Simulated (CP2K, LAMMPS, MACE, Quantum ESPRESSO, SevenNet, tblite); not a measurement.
# Bulk modulus two ways: glassy 81SiO2-7Na2O-7CaO-4ZnO (mol %) (78 atoms), QE, PBE

The cell holds 78 atoms (22 Si, 4 Na, 2 Ca, 1 Zn and 49 O). Recipe: 78 atoms (22 Si, 4 Na, 2 Ca, 1 Zn, 49 O) placed at random at 2.4 g/cm³, melted at 4000 K for 10 ps at fixed volume with the Morse and Coulomb pair potential with partial charges (Pedone, Malavasi, Menziani, Cormack and Segre, J. Phys. Chem. B 110, 11780 (2006)). Quenched from 4000 K to 300 K at 1000 K/ps and fixed volume, held 10 ps at zero pressure. Then the atoms were relaxed with SevenNet 0 in the fixed cell.

Calculated with Quantum ESPRESSO 7.5: PBE; plane waves, SSSP efficiency, 60/480 Ry; k-points Γ. The cell is scaled evenly by ±3 % in volume, and SevenNet 0 relaxes the atoms at each volume before the single point.

| volume (Å³/atom) | energy less the middle row's (meV/atom) | pressure (GPa) |
| --- | --- | --- |
| 13.377 | 5.115 | 2.844 |
| 13.790 | 0.000 | 1.130 |
| 14.204 | -1.199 | -0.322 |

Task: Find the bulk modulus at the middle volume from the pressures and from the energies, and check the printed pressure against the slope of the energy (1 meV/Å³ = 0.16022 GPa).

**Working.**

The step is h = 0.4137 Å³. From pressures: B = −V dP/dV = 13.790 × (2.844 − (-0.322)) / (2 × 0.4137) = 52.8 GPa.

From energies: B = V d²E/dV² = 13.790 × (5.115 + (-1.199)) / 0.4137² = 315.5 meV/Å³ = 50.6 GPa.

Slope: P = −dE/dV = −(-1.199 − (5.115)) / (2 × 0.4137) = 7.63 meV/Å³ = 1.22 GPa, against 1.13 GPa printed.

The two moduli agree within 4 %.

A central difference over ±3 % overstates P by about B(1 + B′)(0.03)²/6, some 0.04 GPa for B′ = 4. The atoms follow SevenNet 0, so this level's forces do work along the path, which enters the energies but not the printed pressures.

Limits: three points, a static cell at zero temperature, the cell shape held; the modulus is that at 1.1 GPa, not at zero pressure.

[Hosts, paths, dates, database ids (printed as entryN), source tags and the programs' standing remarks are cut or masked in the printed files.]
